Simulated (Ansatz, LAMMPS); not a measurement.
# Static equation of state of amorphous 64SiO2-25Y2O3-11Al2O3 (mol %) (164 atoms)

Density of this cell: 3.68 g/cm³. The cell holds 164 atoms: 28 Si, 22 Y, 10 Al and 104 O. Its edges and angles: a = 12.938 Å, b = 12.264 Å, c = 13.323 Å, α = 88.0°, β = 89.8°, γ = 90.5°. The starting structure: 164 atoms (28 Si, 22 Er, 10 Al, 104 O) placed at random at 4.5 g/cm³, melted at 5000 K for 10 ps at fixed volume with the Morse and Coulomb pair potential with partial charges (Pedone, Malavasi, Menziani, Cormack and Segre, J. Phys. Chem. B 110, 11780 (2006)). Quenched from 5000 K to 300 K at 10 K/ps and fixed volume, held 10 ps at zero pressure, then minimised at fixed cell. Then Er was replaced by Y and the cell scaled by 1.01 (the potential has no terms for the new elements, so the cell is a start for a DFT relaxation).

Calculated with Ansatz 0.2.0: Kohn-Sham DFT, LDA, PAW (set soft_1), plane waves; cutoff 420 eV, Γ point, fixed occupations. Cell and atoms were relaxed first, to V0 = 12.881 Å³ an atom at a residual P0 = -0.027 GPa. The cell was then scaled evenly, and the atoms were relaxed at each volume.

| volume (Å³/atom) | pressure (GPa) |
| --- | --- |
| 12.108 | 3.992 |
| 12.494 | ? |
| 13.267 | -2.276 |
| 13.654 | -4.162 |

Task: Fit the third-order Birch–Murnaghan equation to the rows given and interpolate to the withheld row.

**Working.**

Take the Eulerian strain f = ½[(V0/V)^(2/3) − 1] and the normalised pressure F = (P − P0) / [3f(1 + 2f)^(5/2)]. The third-order Birch–Murnaghan equation is then the line F = B0 + (3/2)B0(B′ − 4) f, so u = f and v = F.

| u = f | v = F (GPa) |
| --- | --- |
| 0.0210563 | 57.3822 |
| -0.00975645 | 80.7174 |
| -0.0190504 | 79.7360 |

With n = 3: mean u = -0.00258350, mean v = 72.6119, Σ(u − ū)² = 8.814e-4, Σ(u − ū)(v − v̄) = -0.53548. Slope b = -0.53548 / 8.814e-4 = -607.50; intercept a = v̄ − b ū = 71.042.

So B0 = a = 71.0 GPa and B′ = 4 + 2b/(3a) = -1.70. At the withheld volume f = 0.01026, F = a + b f = 64.81 GPa, and P = P0 + 3f(1 + 2f)^(5/2) F.

Prediction at 12.494: 2.071 GPa. The run gave 2.557 GPa, so the fit is low by 0.49 GPa (19 % of the value).

The series isn't one smooth equation of state: even a line fitted to all rows, the withheld one included, misses F by up to 13.2 %, the count of bonds changes along the series and an atom moves over 0.5 Å in some relaxation. B0 and B′ are then only the numbers of this fit, not moduli of the material. Among the rows given, the largest miss of the fit is at 13.654, by 0.15 GPa (1.8 % of the range of the table).

Limits: Static cells at zero temperature; the cell shape is held. The program notes that the SCF threshold of these relaxations is loose for the stress. The quench rate of 10 K/ps is many orders above laboratory rates, so the cell is likely richer in defects and strain than a real sample. The network of bonds at the start is that of the classical potential that made the cell, and needn't be the one that DFT or experiment would give. Only the Γ point is sampled, in a cell whose shortest periodic width is 12 Å.

[Hosts, paths, dates, database ids (printed as entryN), source tags and the programs' standing remarks are cut or masked in the printed files.]
